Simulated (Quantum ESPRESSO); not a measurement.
Entries from a set of simulations; values are calculated unless marked as measured.

```xyz
2
Lattice="2.857 0.000 0.000 0.000 2.857 0.000 0.000 0.000 2.857" Properties=species:S:1:pos:R:3 pbc="T T T" subject="E(M) of FeCo (Wairauite)" method="PBE; plane waves with GBRV 1.5 PBE potentials, no spin-orbit coupling (and 1 further level or step)" program="Quantum ESPRESSO 7.5" settings_of_one_run="GBRV 1.5 PBE, potential files Co: co_pbe_v1.2.uspp.F.UPF, Fe: fe_pbe_v1.5.uspp.F.UPF, cutoff 544.23 eV, 10×10×10 k-mesh, 26 bands, fermi-dirac occupations, smearing width 0.136 eV, collinear spin, SCF threshold 4.00e-9, starting moments 2.8 2 μB" cost="12 runs, 8.3 min in all on 2 MPI ranks of Arm Neoverse V2, shared host (the runs of this entry)" notes="The run is spin-polarised, with a total moment of 4.57 μB a cell (absolute 4.86). All runs start parallel; opposed orders may lie lower." moment_of_the_free_run="4.57 μB a cell" energy_at_zero_total_moment="1155 meV a cell over the lowest" delta_e_delta_m2_from_the_lowest_point_to_4p93_and_to_4p32_mu_b="577 and 406 meV/μB²"
Fe    1.429    1.429    1.429
Co    0.000    0.000    0.000
```

[Logs and program files are shortened in this print: banners, set-up blocks, solver, clock and traceback lines can be left out without a mark of their own.]

[Logs are printed without paths, hosts, clocks, repeated set-up lines and the standing remarks that a program may print on its own settings, such as how far it seeks lower states.]

[Hosts, paths, dates, database ids (printed as entryN), source tags and the programs' standing remarks are cut or masked in the printed files.]

[Where a cell is said to come from a database of computed structures, the database is the Materials Project.]
